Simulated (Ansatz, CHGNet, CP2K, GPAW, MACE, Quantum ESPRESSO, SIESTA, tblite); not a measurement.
# CP2K on random packing of C68N32 (at. %) (79 atoms): settings against a plane-wave reference, part 2 of 3

Aim: run random packing of C68N32 (at. %) (79 atoms) in CP2K and see how near its forces come to a plane-wave reference, and at what cost.

Program: CP2K 2026.2; the method stands at each step. Banners, paths, timers and routine set-up lines are dropped from the logs unmarked, and long logs keep their key lines alone; longer cuts are marked.

So far. Step 2 (PBE, DZVP-MOLOPT-SR, 600/50 Ry, diagonalisation): Forces lie 5.2 % from the reference's, at 1.3 times its CPU time (on 4 against 2 cores). Step 3 (PBE, TZVP-UZH, 600/50 Ry, diagonalisation): Against the first run (5.2 %), the force difference from the reference is 4.5 %, at 1.1 times the CPU time, with 1343 basis functions against 1027; this set comes with other potentials too, so the change isn't the basis's alone.

### 4. PBE, SZV-MOLOPT-SR, 600/50 Ry, diagonalisation

Method: Kohn-Sham DFT, PBE, GTH-PBE pseudopotentials, Gaussian and plane waves, SZV-MOLOPT-SR-GTH, diagonalisation.

The input, input.inp:

```
&GLOBAL
  PROJECT cell
  RUN_TYPE ENERGY_FORCE
  PRINT_LEVEL LOW
&END GLOBAL
&FORCE_EVAL
  METHOD QS
  STRESS_TENSOR ANALYTICAL
  &DFT
    BASIS_SET_FILE_NAME BASIS_MOLOPT
    POTENTIAL_FILE_NAME GTH_POTENTIALS
    &MGRID
      CUTOFF 600
      REL_CUTOFF 50
      NGRIDS 5
    &END MGRID
    &QS
      EPS_DEFAULT 1.0E-12
    &END QS
    &SCF
      SCF_GUESS ATOMIC
      EPS_SCF 1.0E-06
      MAX_SCF 200
      ADDED_MOS 36
      &DIAGONALIZATION
        ALGORITHM STANDARD
      &END DIAGONALIZATION
      &SMEAR ON
        METHOD FERMI_DIRAC
        ELECTRONIC_TEMPERATURE [K] 580
      &END SMEAR
      &MIXING
        METHOD BROYDEN_MIXING
        ALPHA 0.15
        NBROYDEN 8
      &END MIXING
      &PRINT
        &RESTART OFF
        &END RESTART
      &END PRINT
    &END SCF
    &XC
      &XC_FUNCTIONAL PBE
      &END XC_FUNCTIONAL
    &END XC
    &PRINT
      &MULLIKEN ON
      &END MULLIKEN
      &LOWDIN ON
      &END LOWDIN
      &MO ON
        EIGENVALUES T
        OCCUPATION_NUMBERS T
        MO_INDEX_RANGE 160 183
        &EACH
          QS_SCF 0
        &END EACH
        ADD_LAST NUMERIC
      &END MO
    &END PRINT
  &END DFT
  &SUBSYS
    &CELL
      A 8.88940 0.00000 0.00000
      B 0.00000 8.88940 0.00000
      C 0.00000 0.00000 8.88940
    &END CELL
    &COORD
[... 79 atom lines left out: the same atoms as in the first run ...]
    &END COORD
    &KIND C
      BASIS_SET SZV-MOLOPT-SR-GTH-q4
      POTENTIAL GTH-PBE-q4
    &END KIND
    &KIND N
      BASIS_SET SZV-MOLOPT-SR-GTH-q5
      POTENTIAL GTH-PBE-q5
    &END KIND
  &END SUBSYS
  &PRINT
    &FORCES ON
    &END FORCES
    &STRESS_TENSOR ON
    &END STRESS_TENSOR
  &END PRINT
&END FORCE_EVAL
```

Command:

```sh
OMP_NUM_THREADS=1 cp2k.psmp -i input.inp > output.txt
```

Numbers of over 12 decimals in the logs are rounded to 6 here.

The program printed:

```text
CP2K| version string:                                       CP2K version 2026.2
 CP2K| Input file name                                                 input.inp
 GLOBAL| Basis set file name                                        BASIS_MOLOPT
 GLOBAL| Potential file name                                      GTH_POTENTIALS
[... lines left out ...]
 Number of electrons:                                                        341
[... lines left out ...]
  Step     Update method      Time    Convergence         Total energy    Change
[... lines left out ...]
  *** SCF run converged in    29 steps ***
[... lines left out ...]
  Fermi energy:                                                 0.260738
  Total energy:                                              -541.957326
  Total energy (extrapolated to T->0):                       -541.951114
[... lines left out ...]
 MO| E(Fermi):            0.260738 a.u.          7.095039 eV
[... lines left out ...]
 ENERGY| Total FORCE_EVAL ( QS ) energy [hartree]           -541.957305
[... lines left out ...]
 FORCES|      1  1.66299941E-02 -4.73458682E-02  5.95781258E-02   7.78957060E-02
 FORCES|      2  3.78742823E-02 -5.08876973E-02  4.48820018E-02   7.77072267E-02
 FORCES|      3  1.10793565E-01 -4.83868647E-02  4.58999626E-02   1.29318635E-01
[...]
FORCES|     78 -4.87109221E-02 -2.39242565E-03  7.08298931E-03   4.92812984E-02
 FORCES|     79 -5.06062619E-03  2.90855141E-02  2.73375717E-02   4.02358036E-02
 FORCES| Sum     3.15808352E-04 -8.02999562E-05 -2.12723925E-04
 FORCES| Total atomic force                                       3.89145817E-04
 STRESS| Analytical stress tensor [bar]
 STRESS|                        x                   y                   z
 STRESS|      x       -1.02704249346E+05   1.32655181206E+04   1.93218487189E+04
 STRESS|      y        1.32655181206E+04  -2.25033999173E+05   1.15657475936E+04
 STRESS|      z        1.93218487189E+04   1.15657475936E+04  -1.30724040036E+05
 STRESS| 1/3 Trace                                            -1.52820762852E+05
```

Elapsed: 3.6 min, on 1 thread of Arm Neoverse V2, shared host; peak memory 1.7 GiB.

Against the reference:

```yaml
r_m_s_force_component: 2.362 eV/Å
r_m_s_difference_of_force_components: 925.9 meV/Å
longest_difference_of_force_vectors: 3991 meV/Å
force_difference_over_r_m_s_force: 47.41 %
slope_of_forces_against_the_reference_s: 1.119
correlation_of_force_components: 0.9252
pressure: -15.28 GPa
pressure_difference: 8.856 GPa
```

This is a coarse setting, run to see what it loses.

Against the first run (5.2 %), the force difference from the reference is 47 %, at 0.50 times the CPU time (on 1 against 4 cores), with 316 basis functions against 1027: the smaller basis costs accuracy.

### 5. PBE, DZVP-MOLOPT-SR, 600/70 Ry, diagonalisation

Method: Kohn-Sham DFT, PBE, GTH-PBE pseudopotentials, Gaussian and plane waves, DZVP-MOLOPT-SR-GTH, diagonalisation.

Changes to input.inp since step 4:

```diff
@@ -13,3 +13,3 @@
       CUTOFF 600
-      REL_CUTOFF 50
+      REL_CUTOFF 70
       NGRIDS 5
@@ -68,6 +68,31 @@
     &COORD
-[... 79 atom lines left out: the same atoms as in the first run ...]
+      SCALED
+      C 0.72123 0.34128 0.08779
+      C 0.44391 0.75793 0.51234
+      C 0.52761 0.23174 0.46630
+      C 0.55701 0.51288 0.08372
+      C 0.33039 0.06713 0.28738
+      C 0.81274 0.10984 0.97678
+      C 0.68337 0.93093 0.69705
+      C 0.08994 0.77335 0.66374
+      C 0.13648 0.21605 0.92809
+      C 0.10986 0.29800 0.12476
+      C 0.56999 0.70672 0.64584
+      C 0.12241 0.58894 0.66372
+      C 0.07954 0.80486 0.21569
+      C 0.38414 0.02741 0.49020
+      C 0.83776 0.21881 0.65698
+      C 0.15830 0.96637 0.99318
+      C 0.51416 0.03981 0.12836
+      C 0.06794 0.22708 0.30390
+      C 0.24832 0.47758 0.39726
+      C 0.12406 0.42025 0.54627
+[... 55 atom lines left out ...]
+      N 0.21231 0.46838 0.20912
+      N 0.72162 0.69445 0.40824
+      N 0.66812 0.36900 0.42412
+      N 0.05114 0.26052 0.63055
     &END COORD
     &KIND C
-      BASIS_SET SZV-MOLOPT-SR-GTH-q4
+      BASIS_SET DZVP-MOLOPT-SR-GTH-q4
       POTENTIAL GTH-PBE-q4
@@ -75,3 +100,3 @@
     &KIND N
-      BASIS_SET SZV-MOLOPT-SR-GTH-q5
+      BASIS_SET DZVP-MOLOPT-SR-GTH-q5
       POTENTIAL GTH-PBE-q5
```

Command:

```sh
OMP_NUM_THREADS=1 mpirun -np 4 cp2k.psmp -i input.inp > output.txt
```

The program printed:

```text
CP2K| version string:                                       CP2K version 2026.2
 CP2K| Input file name                                                 input.inp
 GLOBAL| Basis set file name                                        BASIS_MOLOPT
 GLOBAL| Potential file name                                      GTH_POTENTIALS
[... lines left out ...]
 Number of electrons:                                                        341
[... lines left out ...]
  Step     Update method      Time    Convergence         Total energy    Change
[... lines left out ...]
  *** SCF run converged in    27 steps ***
[... lines left out ...]
  Fermi energy:                                                 0.210036
  Total energy:                                              -545.767282
  Total energy (extrapolated to T->0):                       -545.760917
[... lines left out ...]
 MO| E(Fermi):            0.210036 a.u.          5.715363 eV
[... lines left out ...]
 ENERGY| Total FORCE_EVAL ( QS ) energy [hartree]           -545.767313
[... lines left out ...]
 FORCES|      1  1.82554241E-02 -4.07714103E-02  5.14893357E-02   6.81668548E-02
 FORCES|      2  3.00585287E-02 -4.07948655E-02  4.72701191E-02   6.92979102E-02
 FORCES|      3  1.04058014E-01 -1.38570200E-02  3.12615545E-02   1.09532516E-01
[...]
FORCES|     78 -4.20426085E-02 -1.66410870E-02 -5.23146996E-03   4.55178535E-02
 FORCES|     79 -5.30852921E-03  5.77739981E-02  2.98493981E-02   6.52457041E-02
 FORCES| Sum     2.19284973E-04 -1.24798804E-04 -2.86412391E-05
 FORCES| Total atomic force                                       2.53931017E-04
 STRESS| Analytical stress tensor [bar]
 STRESS|                        x                   y                   z
 STRESS|      x       -2.10790879318E+05   3.30278038570E+03   1.66950119911E+04
 STRESS|      y        3.30278038570E+03  -3.03916526072E+05   1.11250422662E+04
 STRESS|      z        1.66950119911E+04   1.11250422662E+04  -2.30261921384E+05
 STRESS| 1/3 Trace                                            -2.48323108925E+05
```

Elapsed: 2.1 min, on 4 MPI ranks; peak memory 2.6 GiB; 8.6 min of CPU time.

Numbers from this run, and their distance from the reference:

| Quantity | Value |
| --- | --- |
| r.m.s. force component | 2.017 eV/Å |
| r.m.s. difference of force components | 101.4 meV/Å |
| longest difference of force vectors | 327.9 meV/Å |
| force difference over r.m.s. force | 5.193 % |
| slope of forces against the reference's | 1.032 |
| correlation of force components | 0.9992 |
| pressure | -24.83 GPa |
| pressure difference | -0.6946 GPa |
| energy less the same-level run's | 0.0029 meV/atom |
| r.m.s. force difference from the same-level run | 0.038 meV/Å |

Against the first run (5.2 %), the force difference from the reference is 5.2 %, at 1.2 times the CPU time: the change moves forces by 0.038 meV/Å r.m.s., so most of the difference comes from elsewhere.

### 6. PBE+rVV10L, DZVP-MOLOPT-SR, 600/50 Ry, diagonalisation

Method: Kohn-Sham DFT, PBE+rVV10 (b = 10, rVV10L), GTH-PBE pseudopotentials, Gaussian and plane waves, DZVP-MOLOPT-SR-GTH, diagonalisation.

Changes to input.inp since step 5:

```diff
@@ -13,3 +13,3 @@
       CUTOFF 600
-      REL_CUTOFF 70
+      REL_CUTOFF 50
       NGRIDS 5
@@ -44,2 +44,10 @@
       &END XC_FUNCTIONAL
+      &VDW_POTENTIAL
+        POTENTIAL_TYPE NON_LOCAL
+        &NON_LOCAL
+          TYPE RVV10
+          KERNEL_FILE_NAME rVV10_kernel_table.dat
+          PARAMETERS 10.0 0.0093
+        &END NON_LOCAL
+      &END VDW_POTENTIAL
     &END XC
```

The program printed:

```text
CP2K| version string:                                       CP2K version 2026.2
 CP2K| Input file name                                                 input.inp
 GLOBAL| Basis set file name                                        BASIS_MOLOPT
 GLOBAL| Potential file name                                      GTH_POTENTIALS
[... lines left out ...]
 Number of electrons:                                                        341
[... lines left out ...]
  Step     Update method      Time    Convergence         Total energy    Change
[... lines left out ...]
  *** SCF run converged in    27 steps ***
[... lines left out ...]
  Fermi energy:                                                 0.209987
  Total energy:                                              -545.528533
  Total energy (extrapolated to T->0):                       -545.522183
[... lines left out ...]
 MO| E(Fermi):            0.209987 a.u.          5.714050 eV
[... lines left out ...]
 ENERGY| Total FORCE_EVAL ( QS ) energy [hartree]           -545.528562
[... lines left out ...]
 FORCES|      1  1.80031172E-02 -4.03827670E-02  5.07701303E-02   6.73237420E-02
 FORCES|      2  2.98254992E-02 -4.02610265E-02  4.59132621E-02   6.79598285E-02
 FORCES|      3  1.02644287E-01 -1.40858811E-02  3.10325000E-02   1.08153954E-01
[...]
FORCES|     78 -4.15356848E-02 -1.58733318E-02 -4.92552293E-03   4.47374178E-02
 FORCES|     79 -5.23421988E-03  5.61286526E-02  2.94325950E-02   6.35932414E-02
 FORCES| Sum     2.23347624E-04 -1.24271621E-04 -9.80709353E-06
 FORCES| Total atomic force                                       2.55780718E-04
 STRESS| Analytical stress tensor [bar]
 STRESS|                        x                   y                   z
 STRESS|      x       -2.23771879770E+05   2.67893801453E+03   1.63518106926E+04
 STRESS|      y        2.67893801453E+03  -3.16677741838E+05   1.08320077292E+04
 STRESS|      z        1.63518106926E+04   1.08320077292E+04  -2.43519447113E+05
 STRESS| 1/3 Trace                                            -2.61323022907E+05
```

Run time: 2.9 min. Hardware: 4 MPI ranks; peak memory 4.5 GiB; 12 min of CPU time.

Numbers from this run, and their distance from the reference:

```
r.m.s. force component                  : 1.993 eV/Å
r.m.s. difference of force components   : 96.65 meV/Å
longest difference of force vectors     : 344.6 meV/Å
force difference over r.m.s. force      : 4.948 %
slope of forces against the reference's : 1.019
correlation of force components         : 0.999
pressure                                : -26.13 GPa
pressure difference                     : -1.995 GPa
```

Against the first run (5.2 %), the force difference from the reference is 4.9 %, at 1.6 times the CPU time; the model has changed, so this is no error of the program alone.

(Part 2 of 3 ends here.)

[Also dropped from logs without a mark: logging warnings of Python, and SIESTA's first energy breakdown and zero terms.]

[Logs are printed without paths, hosts, clocks, repeated set-up lines and the standing remarks that a program may print on its own settings, such as how far it seeks lower states.]

[Hosts, paths, dates, database ids (printed as entryN), source tags and the programs' standing remarks are cut or masked in the printed files.]
